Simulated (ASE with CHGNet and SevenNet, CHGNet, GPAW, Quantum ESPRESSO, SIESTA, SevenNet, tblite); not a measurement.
**Machine-learned potentials runs on random packing of S (91 atoms)**

Aim: run random packing of S (91 atoms) in machine-learned potentials and see how near its forces come to a plane-wave reference, and at what cost.

Program: ASE with CHGNet and SevenNet. Level of theory: the method is named at each step. Results are calculated unless marked as measured.

### 1. Set-up

The cell holds 91 atoms: 91 S. Its edges and angles: a = 13.938 Å, b = 13.938 Å, c = 13.938 Å, α = 90.0°, β = 90.0°, γ = 90.0°. 91 atoms (91 S) packed at random in a cube at 1.79 g/cm³ and pushed apart as soft spheres; a start for melting by ab initio MD, not an equilibrated structure. Then every atom was moved at random, 0.05 Å r.m.s. a Cartesian component.

The yardstick, on the same geometry:

* method: Kohn-Sham DFT, PBE, SSSP efficiency 1.3.0 pseudopotentials, plane waves (Quantum ESPRESSO 7.5); sssp-pbe-1.3.0-efficiency, cutoffs 45/360 Ry, Γ point
* r.m.s. force component: 0.9532 eV/Å
* longest force: 3.225 eV/Å
* pressure: -9.732 GPa
* time: 21 min on 4 MPI ranks of Arm Neoverse V1, shared host
* CPU time: 85 min

### 2. CHGNet r2SCAN potential

Method: machine-learned interatomic potential CHGNet r2SCAN, trained on r2SCAN plane-wave data.

Input file run.py:

```python
import numpy as np
from ase.io import read
import mlip  # loads the published weights by name

atoms = read("structure.xyz")
atoms.calc = mlip.calc("chgnet-r2scan")
energy = atoms.get_potential_energy()
forces = atoms.get_forces()
print(f"energy {energy:.6f} eV")
print("forces (eV/A)")
for i, (a, f) in enumerate(zip(atoms, forces)):
    print(f"{i:4d} {a.symbol:2s} {f[0]:10.5f} {f[1]:10.5f} {f[2]:10.5f}")
stress = -atoms.get_stress(voigt=False) * 160.21766
print("stress (GPa, compression positive)")
for row in stress:
    print(" ".join(f"{x:10.4f}" for x in row))
```

Input file structure.xyz:

```xyz
91
Lattice="13.93850 0.00000 0.00000 0.00000 13.93850 0.00000 0.00000 0.00000 13.93850" Properties=species:S:1:pos:R:3 pbc="T T T"
S 1.31161 2.08046 6.95406
S 1.83249 7.13665 8.71296
S 13.08853 13.30026 5.19627
S 0.40129 10.16814 2.65863
S 4.16259 1.11675 6.52210
S 4.12998 2.24772 10.30641
S 8.28783 5.23990 4.94190
S 11.97206 3.39570 1.69966
S 10.80875 8.98936 9.85689
S 13.26360 13.29315 12.34700
S 4.65448 11.00807 8.43614
S 7.27645 1.82985 13.92359
S 9.35496 6.52085 7.62283
S 2.42516 7.33555 13.40912
S 6.37756 6.70093 10.08032
S 1.95306 10.60748 8.54402
S 11.80242 7.02542 2.39896
S 4.81505 12.66536 2.57597
S 5.72022 9.21112 11.68506
S 11.57969 10.17483 2.77446
S 11.48811 3.88131 10.16145
S 12.59762 11.05337 10.98521
S 4.49879 6.81188 4.17570
S 13.89752 10.43562 6.50050
S 11.80647 1.21390 12.70940
S 5.16129 2.95817 1.87124
S 5.80957 9.65715 3.95644
S 8.72188 3.11651 11.35695
S 12.15744 6.12723 6.92632
S 9.52557 9.05375 13.00657
S 7.34991 12.89576 0.54876
S 1.91515 12.97047 2.81098
S 8.03819 5.73291 1.64530
S 5.68677 0.34846 12.30142
S 0.39070 0.95200 1.15717
S 0.83408 4.36456 11.21129
S 3.34301 4.08900 5.04852
S 4.03338 7.65335 10.37303
S 9.84490 12.97786 2.65919
S 5.99091 8.84565 8.80049
S 0.12405 7.65056 3.43445
S 13.70754 3.33228 8.74251
S 4.56820 5.07515 8.41147
S 4.05917 9.68182 2.06722
S 10.31825 13.46250 10.34669
S 12.93367 12.98009 2.23574
S 1.16066 9.05626 11.59739
S 13.48592 8.48492 0.71491
S 10.94897 3.33283 5.41385
S 5.08923 7.09971 1.53756
S 2.64887 1.77744 3.93540
S 3.94906 1.43678 0.07778
S 3.49745 10.21316 11.91951
S 10.75885 11.19150 0.34470
S 8.97625 0.82279 5.50961
S 0.27083 1.00929 10.32355
[... 31 atom lines left out ...]
S 1.95181 13.74908 5.47198
S 12.92252 6.57228 9.20986
S 6.97469 12.51301 8.43014
S 12.71080 5.95801 12.00718
```

On the command line:

```bash
$ OMP_NUM_THREADS=1 python run.py > output.txt
```

The log of the run:

```text
CHGNet vr2scan initialized with 412,525 parameters
CHGNet will run on cpu
energy -608.535522 eV
forces (eV/A)
   0 S     0.12231    0.94899    1.06842
   1 S    -0.48166   -0.60682   -1.99200
   2 S     1.15892    0.30464    1.41078
   3 S    -2.91681   -3.06742   -0.48256
   4 S    -1.37624   -0.55176   -1.46905
   5 S     0.47508   -0.17078   -0.02882
   6 S     1.55688   -0.84160    0.60040
   7 S    -0.78870   -0.75376    0.23892
   8 S     0.47444    1.71240   -4.08197
   9 S    -1.50946    2.09924   -1.24358
  10 S    -0.86571    0.92392    0.24360
  11 S    -0.63553   -1.70576   -0.39195
  12 S     1.45240   -0.17447   -1.21119
  13 S    -1.02435    1.56307   -1.50127
  14 S    -2.93657    1.97971   -1.15521
  15 S     1.32840    2.14297   -1.12417
  16 S     1.10441    0.64001    0.97805
  17 S     0.28836    0.05806    2.39513
  18 S    -2.34009    0.09472   -1.28638
  19 S     1.47919    0.79241   -1.57896
  20 S     1.39796    0.36938   -0.25448
  21 S     0.61145    0.38444    2.36791
  22 S     2.85464    0.10779    0.59063
  23 S     2.43662   -2.26311    0.60480
[...]
83 S     0.02453   -0.09022   -1.27111
  84 S     1.39958   -0.07328    2.20569
  85 S    -0.70486   -3.25800    0.92646
  86 S     0.69422   -2.49869   -1.94214
  87 S     0.67872    1.55539   -1.59251
  88 S    -0.57901   -0.60523   -1.79203
  89 S    -1.14069   -0.09525    1.36322
  90 S     1.42117   -1.99770   -1.94439
stress (GPa, compression positive)
  -11.6481     0.3551    -1.8050
    0.3551   -11.1093    -0.2035
   -1.8050    -0.2035   -13.3090
```

Run time: 4.5 s. Hardware: 1 thread of Arm Neoverse V1, shared host; peak memory 0.62 GiB.

Banners, paths, timers and routine set-up lines are dropped from the logs unmarked, and long logs keep their key lines alone; longer cuts are marked.

Numbers from this run, and their distance from the reference:

| Item | Value |
| --- | --- |
| r.m.s. force component | 1.453 eV/Å |
| r.m.s. difference of force components | 616.3 meV/Å |
| longest difference of force vectors | 2073 meV/Å |
| force difference over r.m.s. force | 64.66 % |
| slope of forces against the reference's | 1.453 |
| correlation of force components | 0.9532 |
| pressure | -12.02 GPa |
| pressure difference | -2.29 GPa |

Local excerpt of 11 atoms (numbers count through the whole input) about S61, which bears the longest force; x, y, z are measured from there.

```csv
atom,x,y,z,distance (Å),bonds,Fx,Fy,Fz (eV/Å)
S61,0.00,0.00,0.00,0.00,0,0.08,-1.34,4.27
S9,-0.06,-0.69,2.41,2.50,0,0.47,1.71,-4.08
S24,3.03,0.76,-0.95,3.26,0,2.44,-2.26,0.60
S13,-1.52,-3.16,0.17,3.50,0,1.45,-0.17,-1.21
S60,-2.47,2.37,-1.49,3.73,0,-0.83,3.09,0.83
S29,1.29,-3.55,-0.52,3.81,0,-1.21,0.86,1.80
S62,-0.94,3.92,0.25,4.04,0,-0.76,-0.12,-0.76
S67,-0.27,-3.07,-2.63,4.05,0,-0.33,-0.78,0.61
S74,-3.01,0.55,2.75,4.12,0,-1.29,-0.38,0.54
S89,2.05,-3.10,1.76,4.12,0,-0.58,-0.61,-1.79
S22,1.73,1.38,3.53,4.17,0,0.61,0.38,2.37
```

Atoms are counted from 1 here, from 0 in the log.

Forces lie 65 % from the reference's, at 8.8e-4 times its CPU time (on 1 against 4 cores).

### 3. SevenNet 0 potential

Method: machine-learned interatomic potential SevenNet 0, trained on PBE(+U) plane-wave data.

Edit run.py of step 2 so:

```diff
@@ -5,3 +5,3 @@
 atoms = read("structure.xyz")
-atoms.calc = mlip.calc("chgnet-r2scan")
+atoms.calc = mlip.calc("7net-0")
 energy = atoms.get_potential_energy()
```

structure.xyz is that of step 2.

The log of the run:

```text
energy -259.200623 eV
forces (eV/A)
   0 S     0.12410    0.40660    0.78521
   1 S    -0.27739   -0.31210   -0.69253
   2 S     1.04140    0.10907    1.14930
   3 S    -1.14598   -0.90097    0.07021
   4 S    -0.45999   -0.70958   -1.00011
   5 S     0.49027   -0.13115   -0.20558
   6 S     0.94109   -0.64432    0.25631
   7 S    -0.51107   -0.55060    0.29498
   8 S     0.31316    1.30503   -2.74592
   9 S    -0.90682    1.27334   -0.73593
  10 S     0.29051   -0.18443    0.03642
  11 S     0.48966   -1.08424   -0.06365
  12 S     0.87871   -0.07002   -0.98629
  13 S    -0.86201    1.27754   -1.12484
  14 S    -1.92970    0.86828   -1.11201
  15 S     0.65501    1.23729   -0.80232
  16 S     0.33700    0.32030    0.60288
  17 S     0.04850   -0.08065    1.22897
  18 S    -2.24410    1.06419    0.26594
  19 S     0.25843    0.72928   -0.81126
  20 S     0.72744    0.30316   -0.01725
  21 S     0.08583    0.08314    1.24120
  22 S     2.04541   -0.28199    0.92309
  23 S     1.15141   -1.43039    0.41852
[...]
83 S    -0.20864   -0.00583   -0.97875
  84 S     0.66354    0.09992    1.10306
  85 S    -0.66373   -1.61808    0.96578
  86 S     0.56232   -1.04318   -1.46257
  87 S     0.24907    0.43807   -0.57597
  88 S    -0.49771   -0.43663   -1.45978
  89 S    -0.55254   -0.09536    0.38716
  90 S     0.81039   -1.55854   -1.31646
stress (GPa, compression positive)
   -9.1543     0.6966    -0.9271
    0.6966    -8.6519    -0.0689
   -0.9271    -0.0689    -9.4532
```

It took 9.7 s on 1 thread; peak memory 0.7 GiB.

Against the reference:

| Quantity | Value |
| --- | --- |
| r.m.s. force component | 0.919 eV/Å |
| r.m.s. difference of force components | 291.7 meV/Å |
| longest difference of force vectors | 1485 meV/Å |
| force difference over r.m.s. force | 30.6 % |
| slope of forces against the reference's | 0.918 |
| correlation of force components | 0.9521 |
| pressure | -9.086 GPa |
| pressure difference | 0.6455 GPa |

Against the first run (65 %), the force difference from the reference is 31 %, at 2.1 times the CPU time.

### 4. SevenNet l3i5 potential

Method: machine-learned interatomic potential SevenNet l3i5, trained on PBE(+U) plane-wave data.

Edit run.py of step 3 so:

```diff
@@ -5,3 +5,3 @@
 atoms = read("structure.xyz")
-atoms.calc = mlip.calc("7net-0")
+atoms.calc = mlip.calc("7net-l3i5")
 energy = atoms.get_potential_energy()
```

structure.xyz is that of step 3.

The log of the run:

```text
energy -258.094025 eV
forces (eV/A)
   0 S     0.14642    0.34903    0.41752
   1 S    -0.28754   -0.24568   -0.88315
   2 S     1.00331    0.05695    0.89025
   3 S    -1.74811   -1.03984   -0.10230
   4 S    -0.73286   -0.48469   -0.73837
   5 S     0.60485   -0.31095   -0.16541
   6 S     0.74126   -0.22764    0.93644
   7 S    -0.35022   -0.53366    0.44484
   8 S     0.28851    1.56775   -2.89754
   9 S    -0.74490    0.84844   -0.95057
  10 S    -0.15886    0.49366   -0.20517
  11 S     0.01410   -0.86361    0.42381
  12 S     0.88374   -0.28404   -0.89580
  13 S    -0.81226    0.89180   -1.03120
  14 S    -1.04452    0.22262   -0.62810
  15 S     0.47095    1.12390   -0.91658
  16 S     0.70973    0.49111    0.48811
  17 S    -0.09253    0.20317    1.56900
  18 S    -1.24907    0.95934    0.20055
  19 S     0.73728    0.60846   -0.97250
  20 S     0.78924    0.45406   -0.11173
  21 S     0.23738    0.17172    1.40869
  22 S     2.04275   -0.41850    0.60256
  23 S     1.39293   -1.43721    0.41661
[...]
83 S    -0.25032   -0.03663   -0.84287
  84 S     0.56709    0.03559    0.98470
  85 S    -0.75712   -1.22914    1.07998
  86 S     0.68386   -1.24020   -1.23268
  87 S     0.21587    0.35672   -0.59404
  88 S    -0.29031   -0.11746   -1.21010
  89 S    -0.59220   -0.15868    0.61771
  90 S     0.84506   -1.48019   -1.29222
stress (GPa, compression positive)
   -9.0002     0.3721    -1.2065
    0.3721    -8.3350    -0.0710
   -1.2065    -0.0710    -9.4534
```

Wall time 11 s (1 thread); peak memory 0.98 GiB.

Compared with the plane-wave run:

| Property | Result |
| --- | --- |
| r.m.s. force component | 0.8928 eV/Å |
| r.m.s. difference of force components | 290.5 meV/Å |
| longest difference of force vectors | 1296 meV/Å |
| force difference over r.m.s. force | 30.47 % |
| slope of forces against the reference's | 0.8922 |
| correlation of force components | 0.9526 |
| pressure | -8.93 GPa |
| pressure difference | 0.8025 GPa |

Against the first run (65 %), the force difference from the reference is 30 %, at 2.5 times the CPU time.

### 5. Side by side

Differences are against the plane-wave reference, forces as r.m.s. over components; share is that over the reference's r.m.s. force, slope the least-squares factor from reference forces to these. Total energies of different programs have different zeros and aren't compared.

```
                    run  Δ force, r.m.s. (meV/Å)  share (%)  slope  Δ pressure (GPa)  cores  CPU time  memory (GiB)
              reference                        -          -      -                 -      4    85 min           9.2
CHGNet r2SCAN potential                      616       64.7  1.453             -2.29      1     4.5 s          0.62
   SevenNet 0 potential                      292       30.6  0.918             0.645      1     9.7 s           0.7
SevenNet l3i5 potential                      290       30.5  0.892             0.802      1      11 s          0.98
```

Times of the machine-learned potentials are mostly Python's start and the loading of weights.

CPU time is summed over cores on a shared host, where runs went side by side, so it is rough. Symmetry, cutoffs, thresholds, outputs and thread counts weren't matched or tuned between programs; memory under MPI is the largest rank's times the ranks.

A second geometry, displaced anew (every atom was moved at random, 0.04 Å r.m.s. a Cartesian component), gives an energy difference that all programs can be tested on. The reference puts it at 12.45 meV/atom.

```
                    run  energy less the first geometry's (meV/atom)  error (meV/atom)  force share at the second geometry (%)
CHGNet r2SCAN potential                                        22.07              9.62                                    64.2
   SevenNet 0 potential                                        8.556             -3.89                                    30.6
SevenNet l3i5 potential                                        11.04             -1.41                                    28.4
```

### 6. Summary of results

```
nearest in forces : SevenNet l3i5 potential, 30 %
its CPU time      : 11 s
```

**Reading.** Machine-learned potentials differ by 30 % (SevenNet l3i5 potential) to 65 % (CHGNet r2SCAN potential); they were trained on other programs' data, some at another functional. The energy difference between the two geometries, 12.4 meV/atom in the reference, is met best by SevenNet l3i5 potential (-1.41) and worst by CHGNet r2SCAN potential (+9.62). The reference's pressure holds the uncorrected Pulay stress of its 45 Ry basis, so small pressure differences, and their order, may be the reference's own error. Machine-learned potentials mimic data converged in k, so the reference's own k-point error enters their differences. The reference's pressure of -9.7 GPa belongs to a cell and atoms that aren't relaxed at this level. The electronic-structure runs sample only Γ, in a cell whose shortest periodic width is 14 Å, which is coarse for a cell with partly filled levels.

[Also dropped from logs without a mark: logging warnings of Python, and SIESTA's first energy breakdown and zero terms.]

[Logs are printed without paths, hosts, clocks, repeated set-up lines and the standing remarks that a program may print on its own settings, such as how far it seeks lower states.]

[Hosts, paths, dates, database ids (printed as entryN), source tags and the programs' standing remarks are cut or masked in the printed files.]
